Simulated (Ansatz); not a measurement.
# How fast states decay through CdH2Se2, part 2 of 3

A new crystal, CdH2Se2: structure, gap and complex bands. It is built by putting Cd for Ca, Se for O in the CaH2O2 structure of space group P-3m1, with the volume rescaled by atomic radii. The parent structure comes from the Materials Project.

Ansatz 0.2.0; PBE DFT, plane waves, PAW files (the session's first sound run).

So far, gap on the k-mesh (eV): step 3 (band edges) 0.966.

The structure was built from a prototype and need not be the compound's stable phase.

## Step 4: Decaying states in the gap

This step: PBE DFT, plane waves, PAW files; complex bands by layer matching along the plane's normal (Ansatz 0.2.0).

The same crystal is laid in a cell whose first two vectors span the (001) plane (indices of the standard conventional cell, whose axes can be ordered otherwise than in the bulk input). At fixed energy and wavevector in the plane the solver finds all kz, real and complex. A few wavevectors are listed, (0, 0), (-0.5, 0) and (0.5, 0) (two of them one point) in units of the plane's reciprocal vectors; the slowest state needn't be among them.

input.yaml reads:

```yaml
crystal:
  lattice:
    - [4.424143263, 0.0, 0.0]
    - [2.212071631, 3.831420455, 0.0]
    - [0.0, 0.0, 6.51798775]
  atoms:
    - { symbol: Cd, position: [0.0, 0.0, 0.0] }
    - { symbol: H, position: [0.3333333333, 0.3333333333, 0.5737767795] }
    - { symbol: H, position: [0.6666666667, 0.6666666667, 0.4262232205] }
    - { symbol: Se, position: [0.3333333333, 0.3333333333, 0.8016176164] }
    - { symbol: Se, position: [0.6666666667, 0.6666666667, 0.1983823836] }
kpoints:
  mp_grid: { grid: [6, 6, 4] }
scf:
  occupations: { method: fixed }
hamiltonian:
  xc: pbe
output:
  eigenvalues: true
  transmission:
    leads: [[0, 0]]
    kpoints: [[0.0, 0.0], [-0.5, 0.0], [0.5, 0.0]]
    e_range: [-1.0, 1.97]
    de: 0.06
```

Command:

```
> ansatz run input.yaml --threads 2 --pin off --max-ram 4096MiB --backend cpu --events-out ev --progress --plain --runs-dir out
```

Numbers of over 12 decimals in the logs are rounded to 6 here.

The log of the run:

```text
[...]
Crystal: 5 atoms, lattice volume = 110.485 Å³
Basis set: ecut = 420 eV, 2175 PW (Γ)
Bands: 33, of which v1, the nominal top of the filled ones, is band 27 counted from 1 (26 counted from 0)
Symmetry: 12 space group operations
[...]
k-points: 24 of 144
[...]
SCF iter   1: F=—  HF=-19225.137662 eV  |F-HF|=—  |Δ(HF+E_count)|=         —  Δρ=1.38e-3  dr2=2.18e-3  ethr=1.77e-3  ⟨swp⟩=4.8  Hψ=2651  notcnv=0  defer=89
[...]
SCF iter   7: F=-19225.139017 eV  HF=-19225.139017 eV  |F-HF|=8.95e-9  |Δ(HF+E_count)|=   1.68e-7  Δρ=2.07e-6  dr2=7.89e-9  ethr=1.85e-10  ⟨swp⟩=7.2  Hψ=2650  notcnv=0
SCF 1 converged in 7 iterations: F = -19225.139017 eV  dr2 = 7.89e-9
[...]
transmission: 9 of 27 steps passed
transmission: 18 of 27 steps passed
transmission: 27 of 27 steps passed
SCF converged after 7 iterations
Free energy (F): -19225.139017 eV
[...]
Internal energy: -19225.139017 eV  (E = F + TS)
E sigma→0 (E₀):  -19225.139017 eV
Fermi energy:    4.514672 eV
[...]
--- Band table (eV; the first three rows and the last of 24) ---
  k-point 0: bands = [... 23 lower, 3.8841, 3.8841, 4.0090, 4.0090, 5.4798, 7.3507, 9.6397, 10.5305, ... 2 higher]
  k-point 1: bands = [... 23 lower, 3.8474, 3.8474, 4.0553, 4.0553, 5.9465, 7.5362, 9.5120, 10.2098, ... 2 higher]
  k-point 2: bands = [... 23 lower, 3.8228, 3.8228, 4.0895, 4.0895, 6.5036, 7.7768, 9.1012, 9.5130, ... 2 higher]
  k-point 23: bands = [... 23 lower, 0.5361, 2.8485, 3.3548, 3.3548, 8.3859, 8.5461, 8.5461, 11.0101, ... 2 higher]
--- Transmission ---
  basis      : 151 plane waves across, 9 finite elements along
  points     : 3, as listed
  energies   : 50 from -1.000000 to 1.940000 eV about the Fermi level, 0.060000 eV apart; the leads are filled to 0.482548 eV, and channels, transmission and decay are at 0.500000 eV
  crystal 0  : H2Se2Cd1, at the sites [0, 0], period 6.5180 Å: whole cells are its period
    offset         : up to 0.0000 Å between an atom of the period and one for which it stands
    channels       : 0.000000e0 a spin
    conductance    : none, the energies end too early or step too widely for 300 K: set another output.transmission.e_range or a lower de, or, where they end at an eighth of basis.ecutwfc, a higher one
    slowest decay  : 0.2055 /Å at (0.0000, 0.0000)
```

Elapsed: 14 s, on 2 threads of Intel Xeon Platinum 8259CL at 2.50GHz (Skylake/Cascade Lake), shared host; peak memory 0.55 GiB.

This step gave:

```
free energy                                               : -19225.1390 eV
Fermi energy                                              : 4.515 eV
gap on the k-mesh                                         : 0.9651 eV
level to which the leads are filled                       : 0.4825 eV from the Fermi level
decay constant at the filling level, zone centre          : 0.2055 Å⁻¹
decay constant at the filling level, slowest listed point : 0.2055 Å⁻¹
```

K parallel (0, 0); values up to 1.5 1/Å, a degenerate pair printed once or twice; energies at which all values exceed this have no row. Im kz of the slowest decaying states against energy, zero at the highest filled level on the SCF mesh:

```
energy (eV)  decay 1 (Å⁻¹)  decay 2 (Å⁻¹)  decay 3 (Å⁻¹)  decay 4 (Å⁻¹)
     -1.000          0.332          0.761          0.826          0.910
     -0.820          0.327          0.490          0.808          0.970
     -0.580          0.155          0.317          0.784          0.992
     -0.400          0.189          0.307          0.766          0.998
     -0.220          0.294          0.463          0.747          0.999
      0.020          0.273          0.599          0.721          0.996
      0.200          0.252          0.658          0.701          0.991
      0.380          0.226          0.679          0.699          0.984
      0.620          0.180          0.650          0.738          0.974
      0.800          0.128          0.627          0.759          0.964
      0.980          0.603          0.776          0.954           1.34
      1.220          0.568          0.791          0.939           1.29
      1.400          0.540          0.799          0.927           1.25
      1.580          0.510          0.805          0.915           1.22
      1.820          0.466          0.809          0.897           1.18
```

K parallel (-0.5, 0); values up to 1.5 1/Å, a degenerate pair printed once or twice; energies at which all values exceed this have no row. Im kz of the slowest decaying states against energy, zero at the highest filled level on the SCF mesh:

```
energy (eV)  decay 1 (Å⁻¹)  decay 2 (Å⁻¹)  decay 3 (Å⁻¹)  decay 4 (Å⁻¹)
      -1.00          0.344          0.395          0.994              -
      -0.88          0.353          0.383          0.979              -
      -0.76          0.360          0.366          0.965              -
      -0.64          0.342          0.366          0.950              -
      -0.52          0.308          0.370          0.935              -
      -0.40          0.258          0.374          0.921              -
      -0.28          0.172          0.376          0.906              -
      -0.16          0.378          0.892              -              -
      -0.04          0.379          0.877              -              -
       0.02         0.0950          0.379          0.869              -
       0.08          0.182          0.379          0.862              -
       0.20          0.269          0.378          0.847              -
       0.32          0.323          0.376          0.832              -
       0.44          0.361          0.374          0.817              -
       0.50          0.373          0.377          0.809              -
       0.62          0.369          0.404          0.794              -
       0.74          0.365          0.426          0.778              -
       0.86          0.360          0.444          0.762           1.50
       0.98          0.354          0.459          0.746           1.49
       1.10          0.347          0.473          0.730           1.48
       1.22          0.340          0.484          0.713           1.47
       1.34          0.331          0.493          0.696           1.46
       1.46          0.321          0.502          0.679           1.46
       1.58          0.310          0.508          0.661           1.45
       1.70          0.298          0.514          0.643           1.44
       1.82          0.284          0.519          0.624           1.43
       1.94          0.268          0.523          0.605           1.42
```

K parallel (0.5, 0); values up to 1.5 1/Å, a degenerate pair printed once or twice; energies at which all values exceed this have no row. Table of Im kz of the slowest decaying states by energy, zero at the highest filled level on the SCF mesh:

| energy (eV) | decay 1 (Å⁻¹) | decay 2 (Å⁻¹) | decay 3 (Å⁻¹) | decay 4 (Å⁻¹) |
| --- | --- | --- | --- | --- |
| -1.00 | 0.344 | 0.395 | 0.994 | - |
| -0.88 | 0.353 | 0.383 | 0.979 | - |
| -0.70 | 0.355 | 0.363 | 0.957 | - |
| -0.58 | 0.326 | 0.368 | 0.943 | - |
| -0.40 | 0.258 | 0.374 | 0.921 | - |
| -0.28 | 0.172 | 0.376 | 0.906 | - |
| -0.10 | 0.379 | 0.884 | - | - |
| 0.02 | 0.0950 | 0.379 | 0.869 | - |
| 0.20 | 0.269 | 0.378 | 0.847 | - |
| 0.32 | 0.323 | 0.376 | 0.832 | - |
| 0.44 | 0.361 | 0.374 | 0.817 | - |
| 0.62 | 0.369 | 0.404 | 0.794 | - |
| 0.74 | 0.365 | 0.426 | 0.778 | - |
| 0.92 | 0.357 | 0.452 | 0.754 | 1.49 |
| 1.04 | 0.351 | 0.466 | 0.738 | 1.48 |
| 1.22 | 0.340 | 0.484 | 0.713 | 1.47 |
| 1.34 | 0.331 | 0.493 | 0.696 | 1.46 |
| 1.52 | 0.316 | 0.505 | 0.670 | 1.45 |
| 1.64 | 0.304 | 0.512 | 0.652 | 1.44 |
| 1.82 | 0.284 | 0.519 | 0.624 | 1.43 |
| 1.94 | 0.268 | 0.523 | 0.605 | 1.42 |

At the listed wavevectors the last open channel is at -0.04 eV and the next at +0.98 eV on the grid. At +0.50 eV, the grid energy nearest the filling level (the middle of the gap on the SCF mesh), the slowest state at the listed wavevectors decays with κ = 0.205 Å⁻¹, its amplitude falling by e over 4.9 Å. Through 1 nm of this crystal that state's transmission falls by exp(−2 × 0.205 Å⁻¹ × 10 Å) = 0.016.

## Step 5: Band edges at another level, cutoff 1170.09 eV

This step: PBE DFT, plane waves, norm-conserving files (Ansatz 0.2.0).

The edges again with norm-conserving files, at the same atoms. Against that run the cutoff is 1170 eV against 420.

input.yaml reads:

```yaml
crystal:
  lattice:
    - [4.4241432627, 0.0, 0.0]
    - [-2.2120716313, 3.8314204554, 0.0]
    - [0.0, 0.0, 6.5179877504]
  atoms:
    - { symbol: Cd, position: [0.0, 0.0, 0.0] }
    - { symbol: H, position: [0.6666666667, 0.3333333333, 0.5737767795] }
    - { symbol: H, position: [0.3333333333, 0.6666666667, 0.4262232205] }
    - { symbol: Se, position: [0.6666666667, 0.3333333333, 0.8016176164] }
    - { symbol: Se, position: [0.3333333333, 0.6666666667, 0.1983823836] }
kpoints:
  mp_grid: { grid: [8, 8, 4] }
  band_path: { path: [VBM, CBM], npoints: 30 }
scf:
  occupations: { method: fixed }
hamiltonian:
  xc: pbe
  pseudopotentials: { kind: nc }
output:
  eigenvalues: true
```

The log of the run:

```text
[...]
Crystal: 5 atoms, lattice volume = 110.485 Å³
Basis set: ecut = 1170.089609 eV, 10069 PW (Γ)
Bands: 33, of which v1, the nominal top of the filled ones, is band 27 counted from 1 (26 counted from 0)
Symmetry: 12 space group operations
[...]
k-points: 35 of 256
[...]
SCF iter   1: F=—  HF=-11399.375557 eV  |F-HF|=—  |Δ(HF+E_count)|=         —  Δρ=6.68e-2  dr2=4.77e0  ethr=3.10e-3  ⟨swp⟩=5.4  Hψ=4338  notcnv=0  defer=119
[...]
SCF iter   9: F=-11397.726186 eV  HF=-11397.726186 eV  |F-HF|=3.35e-8  |Δ(HF+E_count)|=   4.89e-7  Δρ=3.58e-6  dr2=1.09e-8  ethr=1.85e-10  ⟨swp⟩=13.0  Hψ=6129  notcnv=0
SCF 1 converged in 9 iterations: F = -11397.726186 eV  dr2 = 1.09e-8
[...]
SCF converged after 9 iterations
Free energy (F): -11397.726186 eV
[...]
Internal energy: -11397.726186 eV  (E = F + TS)
E sigma→0 (E₀):  -11397.726186 eV
Fermi energy:    4.793797 eV
[...]
--- Band table (eV; the first three rows and the last of 35) ---
  k-point 0: bands = [... 23 lower, 4.1625, 4.1625, 4.2873, 4.2873, 5.7561, 7.6310, 9.9055, 10.8169, ... 2 higher]
  k-point 1: bands = [... 23 lower, 4.1259, 4.1259, 4.3335, 4.3335, 6.2249, 7.8171, 9.7774, 10.4775, ... 2 higher]
  k-point 2: bands = [... 23 lower, 4.1013, 4.1013, 4.3676, 4.3676, 6.7860, 8.0587, 9.3695, 9.7717, ... 2 higher]
  k-point 34: bands = [... 23 lower, 0.9756, 3.0770, 3.4668, 3.8783, 8.3980, 8.7336, 9.0858, 11.1496, ... 2 higher]
```

Elapsed: 44 s, on 2 threads; peak memory 0.75 GiB; 86 s of CPU time.

Numbers from this step:

| Quantity | Value |
| --- | --- |
| free energy | -11397.7262 eV |
| Fermi energy | 4.794 eV |
| gap on the k-mesh | 0.9623 eV |
| gap on path | 0.9623 eV, by band count; negative where bands overlap |
| direct gap on path | 1.469 eV |

Electronic bands along the path, in eV, zero at the Fermi level (highest filled level under fixed occupations); v1 is the highest filled band, c1 the lowest empty one:

```
  point     v4     v3     v2     v1    c1    c2    c3    c4
    VBM  -3.15  -2.12  -2.00   0.00  2.64  3.89  5.16  6.21
halfway  -2.60  -1.51  -1.35  -0.07  2.82  3.52  4.55  6.25
    CBM  -0.63  -0.63  -0.51  -0.51  0.96  2.84  5.11  6.02
```

The searched edges give 0.962 eV, as on the mesh.

## Step 6: Complex bands at another level, cutoff 1170.09 eV

This step: PBE DFT, plane waves, norm-conserving files; complex bands by layer matching along the plane's normal (Ansatz 0.2.0).

The complex bands at that level, over its own gap, at (0, 0) and (-0.5, 0).

input.yaml reads:

```yaml
crystal:
  lattice:
    - [4.424143263, 0.0, 0.0]
    - [2.212071631, 3.831420455, 0.0]
    - [0.0, 0.0, 6.51798775]
  atoms:
    - { symbol: Cd, position: [0.0, 0.0, 0.0] }
    - { symbol: H, position: [0.3333333333, 0.3333333333, 0.5737767795] }
    - { symbol: H, position: [0.6666666667, 0.6666666667, 0.4262232205] }
    - { symbol: Se, position: [0.3333333333, 0.3333333333, 0.8016176164] }
    - { symbol: Se, position: [0.6666666667, 0.6666666667, 0.1983823836] }
kpoints:
  mp_grid: { grid: [6, 6, 4] }
scf:
  occupations: { method: fixed }
hamiltonian:
  xc: pbe
  pseudopotentials: { kind: nc }
output:
  eigenvalues: true
  transmission:
    leads: [[0, 0]]
    kpoints: [[0.0, 0.0], [-0.5, 0.0]]
    e_range: [-1.0, 1.96]
    de: 0.06
```

The log of the run:

```text
[...]
Crystal: 5 atoms, lattice volume = 110.485 Å³
Basis set: ecut = 1170.089609 eV, 10069 PW (Γ)
Bands: 33, of which v1, the nominal top of the filled ones, is band 27 counted from 1 (26 counted from 0)
Symmetry: 12 space group operations
[...]
k-points: 24 of 144
[...]
SCF iter   1: F=—  HF=-11399.371446 eV  |F-HF|=—  |Δ(HF+E_count)|=         —  Δρ=6.68e-2  dr2=4.74e0  ethr=3.10e-3  ⟨swp⟩=5.3  Hψ=2980  notcnv=0  defer=82
[...]
SCF iter   9: F=-11397.724624 eV  HF=-11397.724624 eV  |F-HF|=3.24e-8  |Δ(HF+E_count)|=   4.67e-7  Δρ=3.59e-6  dr2=1.10e-8  ethr=1.85e-10  ⟨swp⟩=13.0  Hψ=4209  notcnv=0
SCF 1 converged in 9 iterations: F = -11397.724624 eV  dr2 = 1.10e-8
transmission: 15 of 30 steps passed
transmission: 30 of 30 steps passed
SCF converged after 9 iterations
Free energy (F): -11397.724624 eV
[...]
Internal energy: -11397.724624 eV  (E = F + TS)
E sigma→0 (E₀):  -11397.724624 eV
Fermi energy:    4.794810 eV
[...]
--- Band table (eV; the first three rows and the last of 24) ---
  k-point 0: bands = [... 23 lower, 4.1635, 4.1635, 4.2882, 4.2882, 5.7564, 7.6314, 9.9059, 10.8171, ... 2 higher]
  k-point 1: bands = [... 23 lower, 4.1268, 4.1268, 4.3345, 4.3345, 6.2251, 7.8175, 9.7778, 10.4779, ... 2 higher]
  k-point 2: bands = [... 23 lower, 4.1023, 4.1023, 4.3686, 4.3686, 6.7861, 8.0591, 9.3699, 9.7724, ... 2 higher]
  k-point 23: bands = [... 23 lower, 0.8158, 3.1287, 3.6348, 3.6348, 8.6694, 8.8121, 8.8121, 11.2838, ... 2 higher]
--- Transmission ---
  basis      : 421 plane waves across, 15 finite elements along
  points     : 2, as listed
[...]
crystal 0  : Se2Cd1H2, at the sites [0, 0], period 6.5180 Å: whole cells are its period
[...]
channels       : 0.000000e0 a spin
[...]
slowest decay  : 0.2045 /Å at (0.0000, 0.0000)
```

Elapsed: 2.4 min, on 2 threads; peak memory 2.2 GiB; 4.7 min of CPU time.

Numbers from this step:

```yaml
free_energy: -11397.7246 eV
fermi_energy: 4.795 eV
gap_on_the_k_mesh: 0.9615 eV
level_to_which_the_leads_are_filled: 0.4808 eV from the Fermi level
decay_constant_at_the_filling_level_zone_centre: 0.2045 Å⁻¹
decay_constant_at_the_filling_level_slowest_listed_point: 0.2045 Å⁻¹
```

(Continued in part 3 of 3.)

[Logs are printed without paths, hosts, clocks, repeated set-up lines and the standing remarks that a program may print on its own settings, such as how far it seeks lower states.]

[Hosts, paths, dates, database ids (printed as entryN), source tags and the programs' standing remarks are cut or masked in the printed files.]
